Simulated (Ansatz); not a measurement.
# The false plateau in GW convergence: LiPS3 (C2/m), part 2 of 2

Aim: vary empty bands and screening cutoff apart and together in G0W0 on LiPS3 (C2/m).

Ansatz 0.2.0; G0W0 on PBE, plane waves, PAW; PAW set soft_1. Known limits of the many-body steps: not at the basis limit; coarse k mesh.

So far. Step 6 (165 empty bands, screening to 150 eV): The G0W0 gap on the mesh is 3.133 eV.

## 7. 862 empty bands, screening to 150 eV

input.yaml

```yaml
crystal:
  lattice:
    - [5.5578, -3.5035, 0.0]
    - [5.5578, 3.5035, 0.0]
    - [-3.7957895619, 0.0, 5.3074392707]
  atoms:
    - { symbol: Li, position: [0.7591184309, 0.2408815691, 0.0] }
    - { symbol: Li, position: [0.2408815691, 0.7591184309, 0.0] }
    - { symbol: P, position: [0.1535229576, 0.1535229576, 0.5780140654] }
    - { symbol: P, position: [0.8464770424, 0.8464770424, 0.4219859346] }
    - { symbol: S, position: [0.2240344925, 0.7759655075, 0.5] }
    - { symbol: S, position: [0.7759655075, 0.2240344925, 0.5] }
    - { symbol: S, position: [0.197106774, 0.197106774, 0.3187113102] }
    - { symbol: S, position: [0.802893226, 0.802893226, 0.6812886898] }
    - { symbol: S, position: [0.3227742362, 0.3227742362, 0.940813349] }
    - { symbol: S, position: [0.6772257638, 0.6772257638, 0.059186651] }
kpoints:
  mp_grid: { grid: [2, 2, 2] }
hamiltonian:
  xc: pbe
  pseudopotentials: { kind: paw, azcp: { folder: soft_1 } }
scf:
  occupations: { method: fixed }
gw:
  n_empty_bands: 862
  ecut_chi: 150
  qp_bands: [v3, c3]
  qp_kpoints: band_edges
  screening: { model: contour_deformation }
```

On the command line:

```sh
$ ansatz run input.yaml --threads 2 --pin off --max-ram 92160MiB --backend cuda --events-out ev --progress --plain --runs-dir out --devices 1 --max-vram 13GiB
```

Numbers of over 12 decimals in the logs are rounded to 6 here.

The log of the run:

```text
GPUs: using 1 of 1 available (devices: 1).
[...]
GPU FFT provider: cuFFT
GPU libraries: cuBLAS 13.8.2, cuFFT 12.4.0, cuSOLVER 12.3.4
Crystal: 10 atoms, lattice volume = 206.690 Å³
Basis set: ecut = 420 eV, 3981 PW (Γ)
Bands: 36, of which v1, the nominal top of the filled ones, is band 26 counted from 1 (25 counted from 0)
Symmetry: 4 space group operations
[...]
k-points: 6 of 8
[...]
1    25      3.1282   -17.8922     2.0971   -14.9008  0.7390     2.2146     2.2339  root
[...]
5    26      3.3236   -18.2382     2.2465   -15.0661  0.7391     2.3776     2.3980  root
     5    27      6.2691    -9.8887    -4.2617   -14.6897  0.7475     6.8151     6.8084  root
     5    28      6.5589    -8.8228    -4.1526   -13.4805  0.7666     7.0686     7.0640  root
     5    29      7.3020    -9.2298    -4.3264   -14.0684  0.7504     7.8200     7.8142  root
[key lines of the parts left out:]
SCF converged after 9 iterations
Free energy (F): -7338.756914 eV
Fermi energy:    3.829026 eV
```

Elapsed: 19 s, on 1 × NVIDIA H100 80GB HBM3 (shared by 6 runs) with 2 threads of AMD EPYC 7R13 (Zen 3), shared host; peak memory 2.1 GiB.

The G0W0 gap on the mesh is 3.150 eV.

## 8. 1531 empty bands, screening to 220 eV

Changes to input.yaml since step 7:

```diff
@@ -24,4 +24,4 @@
 gw:
-  n_empty_bands: 862
-  ecut_chi: 150
+  n_empty_bands: 1531
+  ecut_chi: 220
   qp_bands: [v3, c3]
```

The log of the run:

```text
GPUs: using 1 of 1 available (devices: 1).
[...]
GPU FFT provider: cuFFT
GPU libraries: cuBLAS 13.8.2, cuFFT 12.4.0, cuSOLVER 12.3.4
Crystal: 10 atoms, lattice volume = 206.690 Å³
Basis set: ecut = 420 eV, 3981 PW (Γ)
Bands: 36, of which v1, the nominal top of the filled ones, is band 26 counted from 1 (25 counted from 0)
Symmetry: 4 space group operations
[...]
k-points: 6 of 8
[...]
1    25      3.1282   -17.8922     1.9969   -14.9008  0.7385     2.1092     2.1338  root
[...]
5    26      3.3236   -18.2382     2.1436   -15.0661  0.7385     2.2690     2.2950  root
     5    27      6.2691    -9.8887    -4.3540   -14.6897  0.7471     6.7206     6.7161  root
     5    28      6.5589    -8.8228    -4.2362   -13.4805  0.7662     6.9835     6.9804  root
     5    29      7.3020    -9.2298    -4.4130   -14.0684  0.7500     7.7314     7.7277  root
[key lines of the parts left out:]
SCF converged after 9 iterations
Free energy (F): -7338.756914 eV
Fermi energy:    3.829026 eV
```

The job ended after 32 s (1 × NVIDIA H100 80GB HBM3 (shared by 6 runs) with 2 threads; peak memory 3.8 GiB).

The G0W0 gap on the mesh is 3.173 eV.

## 9. 469 empty bands, screening to 300 eV

Changes to input.yaml since step 8:

```diff
@@ -24,4 +24,4 @@
 gw:
-  n_empty_bands: 1531
-  ecut_chi: 220
+  n_empty_bands: 469
+  ecut_chi: 300
   qp_bands: [v3, c3]
```

The log of the run:

```text
GPUs: using 1 of 1 available (devices: 1).
[...]
GPU FFT provider: cuFFT
GPU libraries: cuBLAS 13.8.2, cuFFT 12.4.0, cuSOLVER 12.3.4
Crystal: 10 atoms, lattice volume = 206.690 Å³
Basis set: ecut = 420 eV, 3981 PW (Γ)
Bands: 36, of which v1, the nominal top of the filled ones, is band 26 counted from 1 (25 counted from 0)
Symmetry: 4 space group operations
[...]
k-points: 6 of 8
[...]
1    25      3.1282   -17.8922     2.1888   -14.9008  0.7389     2.3103     2.3256  root
[...]
5    26      3.3236   -18.2382     2.3347   -15.0661  0.7389     2.4697     2.4862  root
     5    27      6.2691    -9.8887    -4.1652   -14.6897  0.7475     6.9147     6.9049  root
     5    28      6.5589    -8.8228    -4.0617   -13.4805  0.7666     7.1615     7.1549  root
     5    29      7.3020    -9.2298    -4.2303   -14.0684  0.7502     7.9186     7.9104  root
[key lines of the parts left out:]
SCF converged after 9 iterations
Free energy (F): -7338.756914 eV
Fermi energy:    3.829026 eV
```

Elapsed: 30 s, on 1 × NVIDIA H100 80GB HBM3 (shared by 6 runs) with 2 threads; peak memory 5.7 GiB.

The G0W0 gap on the mesh is 3.156 eV.

## 10. The grid

Start PBE, 2×2×2 mesh. Times are wall times on 1 × NVIDIA H100 80GB HBM3 (shared by 6 runs) with 2 threads of AMD EPYC 7R13 (Zen 3), shared host, good to a factor of about two.

| cutoff (eV) | plane waves at q = 0 | bands summed | gap (eV) | Σc valence (eV) | Σc conduction (eV) | time |
| --- | --- | --- | --- | --- | --- | --- |
| 50 | 171 | 191 | 3.054 | 2.67 | -3.70 | 6.4 s |
| 50 | 171 | 888 | 3.019 | 2.51 | -3.90 | 19 s |
| 100 | 479 | 495 | 3.117 | 2.29 | -4.01 | 8.9 s |
| 100 | 479 | 2464 | 3.114 | 2.20 | -4.11 | 2.1 min |
| 150 | 873 | 191 | 3.133 | 2.56 | -3.74 | 15 s |
| 150 | 873 | 888 | 3.150 | 2.12 | -4.16 | 19 s |
| 220 | 1519 | 1557 | 3.173 | 2.01 | -4.24 | 32 s |
| 300 | 2437 | 495 | 3.156 | 2.21 | -4.06 | 30 s |

## 11. Outcome

| Property | Result |
| --- | --- |
| 191 bands, 50 eV | 3.054 eV |
| 888 bands, 50 eV | 3.019 eV |
| 495 bands, 100 eV | 3.117 eV |
| 2464 bands, 100 eV | 3.114 eV |
| 191 bands, 150 eV | 3.133 eV |
| 888 bands, 150 eV | 3.150 eV |
| 1557 bands, 220 eV | 3.173 eV |
| 495 bands, 300 eV | 3.156 eV |
| estimated limit along the diagonal | 3.20 eV |
| mesh and start | 2×2×2, PBE |

What this shows: At 50 eV, going from 191 to 888 bands moves the gap by −0.03 eV. At 100 eV, going from 495 to 2464 bands moves the gap by −0.004 eV. At 150 eV, going from 191 to 888 bands moves the gap by +0.02 eV. At 191 bands, raising the cutoff from 50 to 150 eV moves it by +0.08 eV. At 888 bands, raising the cutoff from 50 to 150 eV moves it by +0.13 eV. At 495 bands, raising the cutoff from 100 to 300 eV moves it by +0.04 eV. Along the diagonal, where both rise together, the two highest rungs point to 3.20 eV. Gaps are over the mesh's points; an edge off the mesh would be missed. A low cutoff hides what high bands add, so a band series at one cutoff can look settled before the gap is. The 2×2×2 mesh is coarse for this cell (its supercell is 13 Å along the shortest edge). The RPA ε∞ on it, from the PBE start, is 4.59, 4.88 and 6.31; such meshes misread the long-range screening, most where the gap is narrow.

[Paths, hosts, dates, memory and timing lines, banners, echoed tables and standing remarks are left out of the program output.]

[Logs are printed without paths, hosts, clocks, repeated set-up lines and the standing remarks that a program may print on its own settings, such as how far it seeks lower states.]

[Runs of the session that timed out or met a known fault of the program may be left out.]

[Cells called generated may have been cut or substituted from an entry of the Crystallography Open Database or the Materials Project.]

[Hosts, paths, dates, database ids (printed as entryN), source tags and the programs' standing remarks are cut or masked in the printed files.]
